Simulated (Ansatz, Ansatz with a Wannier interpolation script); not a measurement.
Rows from a G0W0 calculation on CdCO3 (Otavite) (Ansatz 0.2.0; G0W0 on LDA, plane waves, PAW; 4×4×4 mesh, 428 empty bands, screening to 140 eV), in eV. Spin-orbit coupling is left out.

```csv
row,Σx,Σc,Vxc,Z
A,-10.54,-3.97,-15.69,0.83
B,-12.12,-4.39,-18.10,0.80
C,-28.90,4.70,-23.28,0.77
D,-11.31,-4.36,-17.22,0.80
E,-29.62,4.31,-24.39,0.78
F,-11.01,-4.82,-17.52,0.78
```

**Question.** Which rows are filled states and which are empty ones, and how can one tell?

Filled: C and E. Empty: A, B, D and F. The sign of Σc tells: for a filled state bare exchange, which holds its interaction with itself, lies below Vxc (Σx − Vxc is -5.2 eV or lower here) and screening gives part back as a positive Σc. For an empty state Σx lies above Vxc (+5.1 eV or more) and the Coulomb hole leaves Σc negative.

[Paths, hosts, dates, memory and timing lines, banners, echoed tables and standing remarks are left out of the program output.]

[Logs are printed without paths, hosts, clocks, repeated set-up lines and the standing remarks that a program may print on its own settings, such as how far it seeks lower states.]

[Runs of the session that timed out or met a known fault of the program may be left out.]

[Hosts, paths, dates, database ids (printed as entryN), source tags and the programs' standing remarks are cut or masked in the printed files.]
